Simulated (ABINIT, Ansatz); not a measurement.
## TlBi2 (P6/mmm): phonons by linear response

Aim: the phonon dispersion of TlBi2 (P6/mmm), checked by a second program.

Program: ABINIT 10.8.3. Level of theory: DFT PBEsol, scalar-relativistic, plane waves, PseudoDojo norm-conserving pseudopotentials. Results are calculated unless marked as measured.

**1. Set-up**

Symmetry: P6/mmm, No. 191, hexagonal system. Conventional cell: a = 5.709 Å, b = 5.709 Å, c = 3.394 Å, α = 90.00°, β = 90.00°, γ = 120.00°. Tl has 2 Tl at 3.39 Å and 12 Bi at 3.71 Å nearest. Nearest to Bi lie 5 Bi at 3.30 to 3.39 Å and 6 Tl at 3.71 Å. Farther neighbours are not listed.

**2. A first look**

A first run with smearing and empty bands tells whether the crystal has a gap, which decides between fixed occupations and smearing later on.

probe.abi

```
# ground state
tolvrs 1.0d-08
prtden 1
prtwf 1

# basis, mesh and filling
ecut 29.0
ngkpt 6 6 6
nshiftk 1
shiftk 0.0 0.0 0.0
istwfk *1
occopt 7
tsmear 0.005
nband 30
nstep 100
diemac 9.0
prtebands 0
prtgsr 0

# cell and atoms
acell 3*1.0 Angstrom
rprim 
    5.708664503 0.0 0.0
    -2.854332251 4.943848481 0.0
    0.0 0.0 3.39375558
ntypat 2
znucl 81 83
natom 3
typat 1 2 2
xred 
    0.0 0.0 0.0
    2/3 1/3 0.5
    1/3 2/3 0.5
pp_dirpath "./pseudo"
pseudos "Tl.upf, Bi.upf"
```

Launch:

```sh
$ OMP_NUM_THREADS=1 mpirun -n 16 abinit probe.abi > probe.log
```

Numbers of over 12 decimals in the logs are rounded to 6 here.

probe.abo, the main output file:

```text
[banners, grids, parts of the stress and lines that vanish by symmetry left out]
- input  file    -> probe.abi
- output file    -> probe.abo
- root for input  files -> probei
[...]
Symmetries : space group P6/m m m (#191); Bravais hP (primitive hexag.)
[...]
mpw =        4840          nfft =       93312          nkpt =          28
[...]
== DATASET  1 ==================================================================
[...]
-    --> not optimal distribution: autoparal keyword recommended in input file <--
[...]
cutoff_energies: {ecut:  29.0, pawecutdg:  -1.0, }
[...]
ETOT  1  -224.36222955580    -2.244E+02 1.943E-01 6.570E+00
 ETOT  2  -224.54575599510    -1.835E-01 1.522E-02 5.632E+00
 ETOT  3  -224.54693292474    -1.177E-03 1.615E-03 1.311E+00
 ETOT  4  -224.54726224345    -3.293E-04 2.199E-03 5.678E-03
 ETOT  5  -224.54726281809    -5.746E-07 2.291E-03 1.632E-03
 ETOT  6  -224.54726329066    -4.726E-07 1.341E-03 3.520E-06
 ETOT  7  -224.54726329119    -5.315E-10 8.524E-04 1.194E-07
 ETOT  8  -224.54726329122    -3.399E-11 3.574E-04 4.265E-09
 At SCF step    8       vres2   =  4.26E-09 < tolvrs=  1.00E-08 =>converged.
[...]
sigma(1 1)=  7.04051064E-05  sigma(3 2)=  0.00000000E+00
  sigma(2 2)=  7.04051078E-05  sigma(3 1)=  0.00000000E+00
  sigma(3 3)=  8.57297817E-05  sigma(2 1)= -1.28793176E-12
[...]
convergence: {deltae: -3.399E-11, res2:  4.265E-09, residm:  3.574E-04, diffor: null, }
etotal    :  -2.24547263E+02
[...]
sigma(1 1)=  7.04051064E-05  sigma(3 2)=  0.00000000E+00
  sigma(2 2)=  7.04051078E-05  sigma(3 1)=  0.00000000E+00
  sigma(3 3)=  8.57297817E-05  sigma(2 1)= -1.28793176E-12
[...]
- sigma(1 1)=  2.07138974E+00  sigma(3 2)=  0.00000000E+00
- sigma(2 2)=  2.07138979E+00  sigma(3 1)=  0.00000000E+00
- sigma(3 3)=  2.52225726E+00  sigma(2 1)= -3.78922605E-08
[...]
fcart      2.4960067060E-29 -1.2153024878E-27 -0.0000000000E+00
           strten      7.0405106353E-05  7.0405107798E-05  8.5729781748E-05
================================================================================

[key lines of the parts left out:]
pressure_GPa:  -2.2217E+00
```

Wall time 11 s (16 MPI ranks of Arm Neoverse V2, shared host); 2.8 min of CPU time.

Read from the output:

* volume per atom: 31.93 Å³
* pressure: -2.222 GPa
* gap on the k-mesh: 0 eV

No gap opens on this mesh, so smearing is kept; the printed pressure holds the stress of the finite basis too.

**3. Relaxation**

The harmonic expansion needs vanishing forces, and a free crystal bears no stress, so cell and atoms are brought to rest. Stress is more sensitive to the basis than forces are: the last 3 Ha under the cutoff are smoothed with ecutsm, and the cutoff is raised above that of the later runs.

relax.abi

```
# relaxation
ionmov 2
optcell 2
dilatmx 1.08
ntime 40
tolmxf 1.0d-05
tolvrs 1.0d-14
prtwf 0
prtden 0
chksymtnons 0

# basis, mesh and filling
ecut 36.0
ecutsm 3.0
ngkpt 6 6 8
nshiftk 1
shiftk 0.0 0.0 0.0
istwfk *1
occopt 7
tsmear 0.01
nband 30
nstep 100
diemac 1000000.0
prtebands 0
prtgsr 0

# cell and atoms
acell 3*1.0 Angstrom
rprim 
    5.708664503 0.0 0.0
    -2.854332251 4.943848481 0.0
    0.0 0.0 3.39375558
ntypat 2
znucl 81 83
natom 3
typat 1 2 2
xred 
    0.0 0.0 0.0
    2/3 1/3 0.5
    1/3 2/3 0.5
pp_dirpath "./pseudo"
pseudos "Tl.upf, Bi.upf"
```

Launch:

```sh
$ OMP_NUM_THREADS=1 mpirun -n 16 abinit relax.abi > relax.log
```

relax.abo, the main output file:

```text
[banners, grids, parts of the stress and lines that vanish by symmetry left out]
- input  file    -> relax.abi
- output file    -> relax.abo
- root for input  files -> relaxi
[...]
Symmetries : space group P6/m m m (#191); Bravais hP (primitive hexag.)
[...]
mpw =        8455          nfft =      163840          nkpt =          35
[...]
== DATASET  1 ==================================================================
[...]
-    --> not optimal distribution: autoparal keyword recommended in input file <--
[...]
cutoff_energies: {ecut:  36.0, pawecutdg:  -1.0, }
[...]
ETOT  1  -224.33402588484    -2.243E+02 1.334E-01 1.431E+01
 ETOT  2  -224.54803890651    -2.140E-01 1.072E-02 1.173E+01
 ETOT  3  -224.54935218801    -1.313E-03 5.761E-03 3.226E+00
 ETOT  4  -224.54979761749    -4.454E-04 7.583E-03 3.900E-02
 ETOT  5  -224.54980189420    -4.277E-06 2.019E-03 4.241E-03
[...]
At SCF step   11       vres2   =  9.55E-15 < tolvrs=  1.00E-14 =>converged.
[...]
sigma(1 1)=  5.83334435E-05  sigma(3 2)=  0.00000000E+00
  sigma(2 2)=  5.83334450E-05  sigma(3 1)=  0.00000000E+00
  sigma(3 3)=  6.92309930E-05  sigma(2 1)= -1.28670301E-12
[...]
convergence: {deltae: -2.217E-12, res2:  9.547E-15, residm:  5.431E-05, diffor: null, }
etotal    :  -2.24549803E+02
[...]
ETOT  1  -224.54948962038    -2.245E+02 8.915E+00 5.579E+00
[...]
At SCF step   11       vres2   =  2.48E-16 < tolvrs=  1.00E-14 =>converged.
[...]
sigma(1 1)=  5.12047726E-05  sigma(3 2)=  0.00000000E+00
  sigma(2 2)=  5.12047741E-05  sigma(3 1)=  0.00000000E+00
  sigma(3 3)=  6.12311486E-05  sigma(2 1)= -1.30036148E-12
[...]
convergence: {deltae: -4.377E-12, res2:  2.476E-16, residm:  1.548E-05, diffor: null, }
etotal    :  -2.24550014E+02
[...]
ETOT  1  -224.52641083452    -2.245E+02 1.106E+04 2.655E+02
[...]
At SCF step   11       vres2   =  7.20E-15 < tolvrs=  1.00E-14 =>converged.
[...]
sigma(1 1)= -5.36717261E-06  sigma(3 2)=  0.00000000E+00
  sigma(2 2)= -5.36717104E-06  sigma(3 1)=  0.00000000E+00
  sigma(3 3)= -3.04972273E-06  sigma(2 1)= -1.40138620E-12
[...]
convergence: {deltae:  2.871E-12, res2:  7.199E-15, residm:  4.815E-06, diffor: null, }
etotal    :  -2.24550673E+02
[...]
ETOT  1  -224.55054089138    -2.246E+02 5.681E-06 1.475E+00
[...]
At SCF step   10       vres2   =  2.98E-15 < tolvrs=  1.00E-14 =>converged.
[...]
sigma(1 1)= -7.52460069E-07  sigma(3 2)=  0.00000000E+00
  sigma(2 2)= -7.52458505E-07  sigma(3 1)=  0.00000000E+00
  sigma(3 3)=  1.99439395E-06  sigma(2 1)= -1.39370565E-12
[...]
convergence: {deltae:  3.411E-13, res2:  2.977E-15, residm:  3.929E-06, diffor: null, }
etotal    :  -2.24550677E+02
[...]
ETOT  1  -224.55067653828    -2.246E+02 2.941E-05 3.352E-03
[...]
sigma(1 1)= -8.93313914E-07  sigma(3 2)=  0.00000000E+00
  sigma(2 2)= -8.93312350E-07  sigma(3 1)=  0.00000000E+00
[...]
convergence: {deltae:  2.899E-12, res2:  4.630E-16, residm:  5.771E-06, diffor: null, }
etotal    :  -2.24550677E+02
[...]
ETOT  1  -224.55067456124    -2.246E+02 2.493E-05 2.568E-02
[...]
convergence: {deltae:  6.821E-12, res2:  3.567E-15, residm:  8.813E-06, diffor: null, }
etotal    :  -2.24550677E+02
[...]
ETOT  1  -224.55067653824    -2.246E+02 1.442E-05 7.000E-03
[...]
convergence: {deltae:  6.253E-13, res2:  2.234E-15, residm:  7.154E-06, diffor: null, }
etotal    :  -2.24550677E+02
[...]
ETOT  1  -224.55067671301    -2.246E+02 6.873E-06 6.769E-03
[...]
At SCF step    9       vres2   =  1.73E-15 < tolvrs=  1.00E-14 =>converged.
[...]
sigma(2 2)= -8.19994811E-08  sigma(3 1)=  0.00000000E+00
  sigma(3 3)= -1.19983052E-07  sigma(2 1)= -1.39412575E-12
[...]
convergence: {deltae:  4.547E-13, res2:  1.732E-15, residm:  4.528E-06, diffor: null, }
etotal    :  -2.24550677E+02
[...]
ETOT  1  -224.55067732136    -2.246E+02 3.970E-06 4.909E-04
[...]
ETOT  7  -224.55067736655    -6.821E-12 2.268E-06 4.995E-13
 ETOT  8  -224.55067736654     4.235E-12 2.357E-06 3.663E-15
 At SCF step    8       vres2   =  3.66E-15 < tolvrs=  1.00E-14 =>converged.
[...]
sigma(1 1)= -2.80796282E-09  sigma(3 2)=  0.00000000E+00
  sigma(2 2)= -2.80639895E-09  sigma(3 1)=  0.00000000E+00
  sigma(3 3)= -1.95420754E-08  sigma(2 1)= -1.39398920E-12
[...]
convergence: {deltae:  4.235E-12, res2:  3.663E-15, residm:  2.357E-06, diffor: null, }
etotal    :  -2.24550677E+02
[...]
At Broyd/MD step   9, gradients are converged :
[...]
sigma(1 1)= -2.80796282E-09  sigma(3 2)=  0.00000000E+00
  sigma(2 2)= -2.80639895E-09  sigma(3 1)=  0.00000000E+00
  sigma(3 3)= -1.95420754E-08  sigma(2 1)= -1.39398920E-12
[...]
- sigma(1 1)= -8.26131183E-05  sigma(3 2)=  0.00000000E+00
- sigma(2 2)= -8.25671078E-05  sigma(3 1)=  0.00000000E+00
- sigma(3 3)= -5.74947710E-04  sigma(2 1)= -4.10125783E-08
[...]
fcart     -2.3176232310E-29 -1.3380803961E-29 -0.0000000000E+00
           strten     -2.8079628171E-09 -2.8063989518E-09 -1.9542075446E-08
================================================================================

[key lines of the parts left out:]
pressure_GPa:   2.4671E-04
Total energy (etotal) [Ha]= -2.24550677366541E+02
```

The job ended after 3.2 min (16 MPI ranks; 51 min of CPU time).

Relaxation path:

```tsv
step	energy less that of the first step (eV)	largest force (eV/Å)	volume (Å³)
1	0.0000	0.0000	95.78
2	-0.0057	0.0000	95.25
3	-0.0237	0.0000	91.55
4	-0.0238	0.0000	91.82
5	-0.0238	0.0000	91.81
6	-0.0238	0.0000	91.78
7	-0.0238	0.0000	91.79
8	-0.0238	0.0000	91.81
9	-0.0238	0.0000	91.81
```

```tsv
conventional cell, symmetrised	before	after	change
a (Å)	5.709	5.636	-1.3 %
b (Å)	5.709	5.636	-1.3 %
c (Å)	3.394	3.338	-1.6 %
volume (Å³/atom)	31.93	30.60	-4.1 %
```

The relaxed structure:

```cif
data_structure
_symmetry_space_group_name_H-M 'P 1'
_symmetry_Int_Tables_number 1
_cell_length_a 5.6357
_cell_length_b 5.6357
_cell_length_c 3.3378
_cell_angle_alpha 90.000
_cell_angle_beta 90.000
_cell_angle_gamma 120.000
_cell_volume 91.81
loop_
_atom_site_label
_atom_site_type_symbol
_atom_site_fract_x
_atom_site_fract_y
_atom_site_fract_z
_atom_site_occupancy
Tl1 Tl 0.00000 0.00000 0.00000 1
Bi2 Bi 0.66667 0.33333 0.50000 1
Bi3 Bi 0.33333 0.66667 0.50000 1
```

Read from the output:

```
volume per atom : 30.60 Å³
pressure        : 2.47e-4 GPa
```

The volume changes by -4.1 % in this run and stands -4.1 % from the first cell.

**4. Self-consistent run for the response**

First-order wavefunctions inherit every error of the ground state, hence the very tight tolvrs. Smearing stays on, as the first look found no gap above 0.3 eV.

gs.abi

```
# ground state
tolvrs 1.0d-16
prtden 1
prtwf 1

# basis, mesh and filling
ecut 29.0
ngkpt 6 6 8
nshiftk 1
shiftk 0.0 0.0 0.0
istwfk *1
occopt 7
tsmear 0.01
nband 30
nstep 100
diemac 1000000.0
prtebands 0
prtgsr 0

# cell and atoms
acell 3*1.0 Angstrom
rprim 
    5.635713048 0.0 0.0
    -2.817856524 4.880670668 0.0
    0.0 0.0 3.337827506
ntypat 2
znucl 81 83
natom 3
typat 1 2 2
xred 
    0.0 0.0 0.0
    2/3 1/3 0.5
    1/3 2/3 0.5
pp_dirpath "./pseudo"
pseudos "Tl.upf, Bi.upf"
```

Launch:

```sh
$ OMP_NUM_THREADS=1 mpirun -n 16 abinit gs.abi > gs.log
```

gs.abo, the main output file:

```text
[banners, grids, parts of the stress and lines that vanish by symmetry left out]
- input  file    -> gs.abi
- output file    -> gs.abo
- root for input  files -> gsi
[...]
Symmetries : space group P6/m m m (#191); Bravais hP (primitive hexag.)
[...]
mpw =        4665          nfft =       93312          nkpt =          35
[...]
== DATASET  1 ==================================================================
[...]
-    --> not optimal distribution: autoparal keyword recommended in input file <--
[...]
cutoff_energies: {ecut:  29.0, pawecutdg:  -1.0, }
[...]
ETOT  1  -224.36593655041    -2.244E+02 1.463E-01 5.243E+00
 ETOT  2  -224.54865436708    -1.827E-01 8.454E-03 4.094E+00
 ETOT  3  -224.54949156252    -8.372E-04 2.896E-03 1.073E+00
 ETOT  4  -224.54976451711    -2.730E-04 1.683E-03 3.270E-03
 ETOT  5  -224.54976465987    -1.428E-07 1.602E-03 1.006E-03
[...]
ETOT 11  -224.54976494539     2.046E-12 9.174E-05 1.816E-15
 ETOT 12  -224.54976494539     1.990E-13 1.048E-04 2.088E-17
 At SCF step   12       vres2   =  2.09E-17 < tolvrs=  1.00E-16 =>converged.
[...]
sigma(1 1)=  2.00957524E-05  sigma(3 2)=  0.00000000E+00
  sigma(2 2)=  2.00957524E-05  sigma(3 1)=  0.00000000E+00
  sigma(3 3)=  2.01278533E-05  sigma(2 1)=  0.00000000E+00
[...]
convergence: {deltae:  1.990E-13, res2:  2.088E-17, residm:  1.048E-04, diffor: null, }
etotal    :  -2.24549765E+02
[...]
sigma(1 1)=  2.00957524E-05  sigma(3 2)=  0.00000000E+00
  sigma(2 2)=  2.00957524E-05  sigma(3 1)=  0.00000000E+00
  sigma(3 3)=  2.01278533E-05  sigma(2 1)=  0.00000000E+00
[...]
- sigma(1 1)=  5.91237447E-01  sigma(3 2)=  0.00000000E+00
- sigma(2 2)=  5.91237448E-01  sigma(3 1)=  0.00000000E+00
- sigma(3 3)=  5.92181890E-01  sigma(2 1)=  0.00000000E+00
[...]
fcart      8.4277208346E-30  4.8657468925E-30 -0.0000000000E+00
           strten      2.0095752373E-05  2.0095752415E-05  2.0127853339E-05
================================================================================

[key lines of the parts left out:]
pressure_GPa:  -5.9155E-01
```

Wall time 18 s (16 MPI ranks); 4.8 min of CPU time.

Numbers from this step:

- pressure: -0.5916 GPa

The cell stands at -0.59 GPa: the relaxation ran with a smoothed and higher cutoff, and the difference is a stress of the finite basis.

(Continued in part 2 of 5.)

[Host names and launcher messages were left out of these logs when they were recorded.]

[Logs are printed without paths, hosts, clocks, repeated set-up lines and the standing remarks that a program may print on its own settings, such as how far it seeks lower states.]

[Hosts, paths, dates, database ids (printed as entryN), source tags and the programs' standing remarks are cut or masked in the printed files.]
